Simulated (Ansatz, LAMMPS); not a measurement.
# Glassy 31SiO2-45B2O3-12K2O-12CaO (mol %) (193 atoms) under strain, part 2 of 5

Aim: relax glassy 31SiO2-45B2O3-12K2O-12CaO (mol %) (193 atoms), then change its volume and shape to read moduli from the stress.

Ansatz 0.2.0; Kohn-Sham DFT, PBE, PAW (set soft_2), plane waves.

The cell: 16 Si, 46 B, 12 K, 6 Ca and 113 O. The quench rate of 500 K/ps far exceeds what a furnace or splat quench reaches. The network of bonds at the start is that of the classical potential that made the cell. Only the Γ point is sampled.

So far. Step 2 (Single point at the start): The r.m.s. force at the start is 1.1 eV/Å.

### Step 3. Cell and atoms relaxed

Cell and atoms are freed together, to release stress as well as forces.

input.yaml reads:

```yaml
crystal:
  lattice:
    - [13.50893, 0.0, 0.0]
    - [0.0, 13.50893, 0.0]
    - [0.0, 0.0, 13.50893]
  atoms:
    [... the 193 atom lines of step 2 ...]
kpoints:
  mp_grid: { grid: [1, 1, 1] }
hamiltonian:
  xc: pbe
scf:
  occupations: { method: fixed }
output:
  forces: true
relax:
  f_tol: 0.05
  max_steps: 150
  cell: {}
```

The run is started by

```
$ ansatz run input.yaml --threads 4 --pin off --max-ram 15872MiB --backend cpu --events-out ev --progress --plain --runs-dir out
```

The log of the run:

```text
[...]
Crystal: 193 atoms, lattice volume = 2465.261 Å³
Basis set: ecut = 420 eV, 48297 PW (Γ), exchange–correlation on 192×192×192 points (8 copies of the dense FFT grid, shifted against one another)
Bands: 717, of which v1, the nominal top of the filled ones, is band 524 counted from 1 (523 counted from 0)
Symmetry: 1 space group operations
[...]
k-points: 1
[...]
SCF iter   1: F=—  HF=-110989.903786 eV  |F-HF|=—  |Δ(HF+E_count)|=         —  Δρ=4.13e-3  dr2=8.05e-1  ethr=1.77e-3  ⟨swp⟩=6.0  Hψ=2273  notcnv=0  defer=191
[...]
SCF iter  11: F=-110989.731421 eV  HF=-110989.731421 eV  |F-HF|=3.35e-9  |Δ(HF+E_count)|=   1.31e-7  Δρ=1.34e-6  dr2=4.52e-8  ethr=9.54e-12  ⟨swp⟩=5.0  Hψ=1973  notcnv=0
SCF 1 converged in 11 iterations: F = -110989.731421 eV  dr2 = 4.52e-8
[...]
relax step   1: F+E_penalty+E_count = -110989.73142066 eV  Δ(F+E_penalty+E_count) = +0.000e0 eV  max|allowed force component| = 3.926e0 eV/Å  Δτ_max = 0.0000 Å  P = -3.177 GPa  Ω = 2465.261 Å³  (11 SCF iters, dr2 threshold 1.00e-7 eV, accepted)
[... from here on, the SCF cycles and remarks between the steps are left out ...]
relax step   2: F+E_penalty+E_count = -110999.86839432 eV  Δ(F+E_penalty+E_count) = -1.014e1 eV  max|allowed force component| = 2.399e0 eV/Å  Δτ_max = 0.1948 Å  P = -1.177 GPa  Ω = 2415.439 Å³  energy of the carried Pulay correction = +1.749e-1 eV  (8 SCF iters, dr2 threshold 1.93e-5 eV, accepted)
relax step   3: F+E_penalty+E_count = -111005.11643762 eV  Δ(F+E_penalty+E_count) = -5.248e0 eV  max|allowed force component| = 2.389e0 eV/Å  Δτ_max = 0.1950 Å  P = +0.535 GPa  Ω = 2375.978 Å³  energy of the carried Pulay correction = +3.160e-1 eV  (8 SCF iters, dr2 threshold 1.93e-5 eV, accepted)
relax step   4: F+E_penalty+E_count = -111006.47574839 eV  Δ(F+E_penalty+E_count) = -1.359e0 eV  max|allowed force component| = 1.120e0 eV/Å  Δτ_max = 0.1949 Å  P = +0.266 GPa  Ω = 2377.746 Å³  energy of the carried Pulay correction = +3.097e-1 eV  (7 SCF iters, dr2 threshold 1.93e-5 eV, accepted)
relax step   5: F+E_penalty+E_count = -111007.69859115 eV  Δ(F+E_penalty+E_count) = -1.223e0 eV  max|allowed force component| = 8.178e-1 eV/Å  Δτ_max = 0.1950 Å  P = -0.158 GPa  Ω = 2386.527 Å³  energy of the carried Pulay correction = +2.781e-1 eV  (7 SCF iters, dr2 threshold 1.93e-5 eV, accepted)
relax step   6: F+E_penalty+E_count = -111008.55364487 eV  Δ(F+E_penalty+E_count) = -8.551e-1 eV  max|allowed force component| = 6.283e-1 eV/Å  Δτ_max = 0.2000 Å  P = -0.152 GPa  Ω = 2393.375 Å³  energy of the carried Pulay correction = +2.535e-1 eV  (7 SCF iters, dr2 threshold 1.93e-5 eV, accepted)
relax step   7: F+E_penalty+E_count = -111009.33778331 eV  Δ(F+E_penalty+E_count) = -7.841e-1 eV  max|allowed force component| = 3.893e-1 eV/Å  Δτ_max = 0.1993 Å  P = -0.127 GPa  Ω = 2402.501 Å³  energy of the carried Pulay correction = +2.209e-1 eV  (7 SCF iters, dr2 threshold 1.93e-5 eV, accepted)
relax step   8: F+E_penalty+E_count = -111009.79841991 eV  Δ(F+E_penalty+E_count) = -4.606e-1 eV  max|allowed force component| = 5.316e-1 eV/Å  Δτ_max = 0.1951 Å  P = -0.135 GPa  Ω = 2413.723 Å³  energy of the carried Pulay correction = +1.810e-1 eV  (7 SCF iters, dr2 threshold 9.47e-6 eV, accepted)
relax step   9: F+E_penalty+E_count = -111010.00361516 eV  Δ(F+E_penalty+E_count) = -2.052e-1 eV  max|allowed force component| = 1.282e0 eV/Å  Δτ_max = 0.1956 Å  P = -0.132 GPa  Ω = 2425.172 Å³  energy of the carried Pulay correction = +1.405e-1 eV  (7 SCF iters, dr2 threshold 1.77e-5 eV, accepted)
relax step  10: F+E_penalty+E_count = -111010.17396270 eV  Δ(F+E_penalty+E_count) = -1.703e-1 eV  max|allowed force component| = 8.941e-1 eV/Å  Δτ_max = 0.1908 Å  P = -0.157 GPa  Ω = 2437.908 Å³  energy of the carried Pulay correction = +9.559e-2 eV  (7 SCF iters, dr2 threshold 1.93e-5 eV, accepted)
relax step  11: F+E_penalty+E_count = -111010.46353120 eV  Δ(F+E_penalty+E_count) = -2.896e-1 eV  max|allowed force component| = 3.454e-1 eV/Å  Δτ_max = 0.2000 Å  P = +0.091 GPa  Ω = 2437.259 Å³  energy of the carried Pulay correction = +9.788e-2 eV  (7 SCF iters, dr2 threshold 1.93e-5 eV, accepted)
relax step  12: F+E_penalty+E_count = -111010.58415982 eV  Δ(F+E_penalty+E_count) = -1.206e-1 eV  max|allowed force component| = 3.259e-1 eV/Å  Δτ_max = 0.1371 Å  P = -0.009 GPa  Ω = 2441.512 Å³  energy of the carried Pulay correction = +8.294e-2 eV  (7 SCF iters, dr2 threshold 7.46e-6 eV, accepted)
relax step  13: F+E_penalty+E_count = -111010.64607095 eV  Δ(F+E_penalty+E_count) = -6.191e-2 eV  max|allowed force component| = 4.154e-1 eV/Å  Δτ_max = 0.1379 Å  P = -0.018 GPa  Ω = 2442.933 Å³  energy of the carried Pulay correction = +7.795e-2 eV  (7 SCF iters, dr2 threshold 6.64e-6 eV, accepted)
relax step  14: F+E_penalty+E_count = -111010.75677447 eV  Δ(F+E_penalty+E_count) = -1.107e-1 eV  max|allowed force component| = 2.698e-1 eV/Å  Δτ_max = 0.2000 Å  P = -0.010 GPa  Ω = 2443.990 Å³  energy of the carried Pulay correction = +7.425e-2 eV  (7 SCF iters, dr2 threshold 1.08e-5 eV, accepted)
relax step  15: F+E_penalty+E_count = -111010.83862683 eV  Δ(F+E_penalty+E_count) = -8.185e-2 eV  max|allowed force component| = 2.251e-1 eV/Å  Δτ_max = 0.1941 Å  P = +0.029 GPa  Ω = 2443.750 Å³  energy of the carried Pulay correction = +7.509e-2 eV  (7 SCF iters, dr2 threshold 4.55e-6 eV, accepted)
relax step  16: F+E_penalty+E_count = -111010.90376391 eV  Δ(F+E_penalty+E_count) = -6.514e-2 eV  max|allowed force component| = 1.807e-1 eV/Å  Δτ_max = 0.1949 Å  P = -0.019 GPa  Ω = 2444.510 Å³  energy of the carried Pulay correction = +7.242e-2 eV  (7 SCF iters, dr2 threshold 3.17e-6 eV, accepted)
relax step  17: F+E_penalty+E_count = -111010.94157087 eV  Δ(F+E_penalty+E_count) = -3.781e-2 eV  max|allowed force component| = 5.236e-1 eV/Å  Δτ_max = 0.1952 Å  P = -0.073 GPa  Ω = 2446.221 Å³  energy of the carried Pulay correction = +6.643e-2 eV  (7 SCF iters, dr2 threshold 2.04e-6 eV, accepted)
relax step  18: F+E_penalty+E_count = -111010.98695575 eV  Δ(F+E_penalty+E_count) = -4.538e-2 eV  max|allowed force component| = 2.568e-1 eV/Å  Δτ_max = 0.1980 Å  P = -0.067 GPa  Ω = 2446.757 Å³  energy of the carried Pulay correction = +6.455e-2 eV  (7 SCF iters, dr2 threshold 1.71e-5 eV, accepted)
relax step  19: F+E_penalty+E_count = -111011.00408391 eV  Δ(F+E_penalty+E_count) = -1.713e-2 eV  max|allowed force component| = 1.594e-1 eV/Å  Δτ_max = 0.2000 Å  P = +0.046 GPa  Ω = 2448.077 Å³  energy of the carried Pulay correction = +5.993e-2 eV  (7 SCF iters, dr2 threshold 4.12e-6 eV, accepted)
relax step  20: F+E_penalty+E_count = -111011.02124341 eV  Δ(F+E_penalty+E_count) = -1.716e-2 eV  max|allowed force component| = 1.288e-1 eV/Å  Δτ_max = 0.0775 Å  P = -0.000 GPa  Ω = 2448.737 Å³  energy of the carried Pulay correction = +5.762e-2 eV  (7 SCF iters, dr2 threshold 1.59e-6 eV, accepted)
relax step  21: F+E_penalty+E_count = -111011.02584598 eV  Δ(F+E_penalty+E_count) = -4.603e-3 eV  max|allowed force component| = 1.168e-1 eV/Å  Δτ_max = 0.1247 Å  P = +0.016 GPa  Ω = 2448.987 Å³  energy of the carried Pulay correction = +5.675e-2 eV  (7 SCF iters, dr2 threshold 1.04e-6 eV, accepted)
relax step  22: F+E_penalty+E_count = -111010.98466068 eV  Δ(F+E_penalty+E_count) = +4.119e-2 eV  max|allowed force component| = 2.907e-1 eV/Å  Δτ_max = 0.2000 Å  P = -0.110 GPa  Ω = 2455.725 Å³  energy of the carried Pulay correction = +3.321e-2 eV  (9 SCF iters, dr2 threshold 8.53e-7 eV, rejected (line search))
relax step  23: F+E_penalty+E_count = -111011.03978466 eV  Δ(F+E_penalty+E_count) = -1.394e-2 eV  max|allowed force component| = 4.693e-2 eV/Å  Δτ_max = 0.0989 Å  P = -0.006 GPa  Ω = 2451.504 Å³  energy of the carried Pulay correction = +4.795e-2 eV  (12 SCF iters, accepted)
relax step  24: F+E_penalty+E_count = -111011.06242678 eV  Δ(F+E_penalty+E_count) = -2.264e-2 eV  max|allowed force component| = 4.787e-2 eV/Å  Δτ_max = 0.0000 Å  P = +0.005 GPa  Ω = 2451.504 Å³  stress off target by 2.55e-1 GPa  SCF on the basis re-selected at this cell (its energy is not comparable with the rows above)  (7 SCF iters)
relax step  25: F+E_penalty+E_count = -111011.06364353 eV  Δ(F+E_penalty+E_count) = -1.217e-3 eV  max|allowed force component| = 1.244e-1 eV/Å  Δτ_max = 0.0277 Å  P = -0.018 GPa  Ω = 2454.945 Å³  energy of the carried Pulay correction = -1.274e-2 eV  (8 SCF iters, dr2 threshold 1.63e-7 eV, accepted)
relax step  26: F+E_penalty+E_count = -111011.05103170 eV  Δ(F+E_penalty+E_count) = +1.261e-2 eV  max|allowed force component| = 3.367e-1 eV/Å  Δτ_max = 0.0480 Å  P = -0.036 GPa  Ω = 2456.645 Å³  energy of the carried Pulay correction = -1.907e-2 eV  (7 SCF iters, dr2 threshold 9.68e-7 eV, rejected (line search))
relax step  27: F+E_penalty+E_count = -111011.06889175 eV  Δ(F+E_penalty+E_count) = -5.248e-3 eV  max|allowed force component| = 4.923e-2 eV/Å  Δτ_max = 0.0240 Å  P = -0.005 GPa  Ω = 2455.201 Å³  energy of the carried Pulay correction = -1.373e-2 eV  (10 SCF iters, accepted)
relax step  28: F+E_penalty+E_count = -111011.08241383 eV  Δ(F+E_penalty+E_count) = -1.352e-2 eV  max|allowed force component| = 4.945e-2 eV/Å  Δτ_max = 0.0000 Å  P = +0.006 GPa  Ω = 2455.201 Å³  stress off target by 3.62e-2 GPa  SCF on the basis re-selected at this cell (its energy is not comparable with the rows above)  (5 SCF iters)
[...]
SCF converged after 5 iterations
Free energy (F): -111011.082414 eV
[...]
Internal energy: -111011.082414 eV  (E = F + TS)
E sigma→0 (E₀):  -111011.082414 eV
Fermi energy:    3.834630 eV
[...]
--- Forces (eV/Å), atoms counted from 1 ---
  atom   1  Si     0.00486097     0.01055837     0.00307727
  atom   2  Si    -0.01910194    -0.00091910     0.01057024
  atom   3  Si    -0.01469693     0.00233570     0.00979468
  atom   4  Si     0.00311409    -0.00357482     0.00308848
  atom   5  Si    -0.02432648    -0.00634260    -0.01888675
  atom   6  Si    -0.00640497     0.00905508    -0.00449314
  atom   7  Si     0.00230859     0.01235111    -0.01152845
  atom   8  Si    -0.00226399    -0.00080826    -0.00662456
  atom   9  Si    -0.00533280    -0.01761520     0.02554869
  atom  10  Si    -0.01678916     0.00954441     0.00094850
  atom  11  Si     0.01457730     0.02312295    -0.01688313
  atom  12  Si    -0.00125978    -0.00447820    -0.00339545
  atom  13  Si     0.02230792    -0.00070705     0.00377510
  atom  14  Si    -0.00261400     0.00776113     0.00948880
[...]
atom 192  O      0.02929364    -0.01269850    -0.01367158
  atom 193  O     -0.00732450     0.00040897    -0.00449330
  max |Σ_I F_I| component: 1.11e-5 eV/Å
--- Stress (GPa, compression-positive) ---
        0.011116      -0.000936      -0.021707
       -0.000935      -0.008452       0.009009
       -0.021701       0.009017       0.015320
  P = ⅓ Tr σ = 0.0060 GPa (0.060 kbar)
--- Relaxed structure (26 steps of the walk, 24 accepted, 2 SCFs on fresh bases) ---
  F+E_penalty+E_count = -111011.08241383 eV   max|allowed force component| = 4.945e-2 eV/Å   (the final SCF, on the basis selected at the relaxed cell)
  cell:  # Å, volume = 2455.2012 Å³
    - [13.675964, -0.120300, -0.270291]
    - [-0.120300, 13.175938, 0.012045]
    - [-0.270291, 0.012045, 13.631790]
  atoms:
    - { symbol: Si, position: [0.118399, 0.816188, 0.257211] }
    - { symbol: Si, position: [0.211918, 0.626205, 0.040697] }
    - { symbol: Si, position: [0.106867, 0.168262, 0.242306] }
    - { symbol: Si, position: [0.388967, 0.402126, 0.571524] }
[...]
- { symbol: O, position: [0.107079, 0.430528, 0.839653] }
```

Elapsed: 8.7 min, on 4 threads of Intel Xeon 6975P-C (Granite Rapids), shared host; peak memory 4 GiB.

The relaxation converged after 26 steps, with a largest force component of 0.049 eV/Å.

(Part 2 of 5 ends here.)

[Long decimals in the printed logs are rounded to 6 places.]

[Logs are printed without paths, hosts, clocks, repeated set-up lines and the standing remarks that a program may print on its own settings, such as how far it seeks lower states.]

[Hosts, paths, dates, database ids (printed as entryN), source tags and the programs' standing remarks are cut or masked in the printed files.]
